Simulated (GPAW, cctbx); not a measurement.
# By hand: from a DFT structure factor to an extinction distance in PIr

PIr, Cmmm (no. 65), a = 4.2705 Å, b = 4.2730 Å, c = 3.0022 Å, α = 90.00°, β = 90.00°, γ = 90.00°.

```
atom  mult.    x  y    z
 Ir1      2    0  0    0
  P1      2  1/2  0  1/2
```

The start was made by putting kin elements into a known structure type; the compound need not exist, or be stable, in this form.

A DFT run (GPAW, PBE, 450 eV, 8×8×8 k-points, Fermi–Dirac width 0.1 eV) gives the static X-ray structure factor of 001 as 113.288 e for the conventional cell; superposed free atoms give 113.163 e. **Problem.** Find the Fourier component V of the crystal potential and the two-beam extinction distance at 300 kV in both cases.

## Step 1: Geometry

The cell volume is Ω = 54.78 Å³ and d(001) = 3.0022 Å, so g = 1/d = 0.3331 Å⁻¹.

## Step 2: The nuclei

Electrons feel nuclei as well as electrons, so the nuclear charges are summed with the same phases.

Phase sums Σ exp(2πi h·x), turned so that the total is real and positive: Ir +2.000, P -2.000. Then F_Z = 77 × (+2.000) + 15 × (-2.000) = 124.00 e. The electron term has the same sign for this reflection.

## Step 3: Mott–Bethe

Poisson's equation, term by term, gives V = (e/4πε₀)(F_Z − F)/(πΩg²), with e/4πε₀ = 14.3996 V Å.

The prefactor is 14.3996 × 3.0022²/(π × 54.78) = 0.75410 V per electron. Free atoms: (124.00 − 113.163) × 0.75410 = 8.172 V. Crystal: (124.00 − 113.288) × 0.75410 = 8.078 V. F changes by +0.11 % and V by -1.2 %: the same 0.12 e is measured against F_Z − F = 10.8 e in place of F = 113.2 e.

## Step 4: Extinction distance

In the two-beam case ξ = 1/(λU) with U = 2γm₀eV/h², that is ξ = 150.41 V Å²/(γλV).

At 300 kV, λ = 0.01969 Å and γ = 1.5871. Free atoms: ξ = 589 Å. Crystal: ξ = 596 Å. The thickness fringes go as sin²(πt/ξ), so the two patterns slip by a quarter of a period when t|1/ξ₁ − 1/ξ₀| = 1/4, at t ≈ 1277 nm, thicker than usual samples. Thermal motion, absorption and many-beam coupling, left out here, change a real pattern.

## Step 5: Answer

V(001) is 8.08 V against 8.17 V, and ξ is 596 against 589 Å. Limits: static atoms, two beams.

[Outputs are excerpts: Python notices, other lines and further rows are left out; steps that failed or that the build refused (PBEsol, TPSS) are not shown.]

[Logs are printed without paths, hosts, clocks, repeated set-up lines and the standing remarks that a program may print on its own settings, such as how far it seeks lower states.]
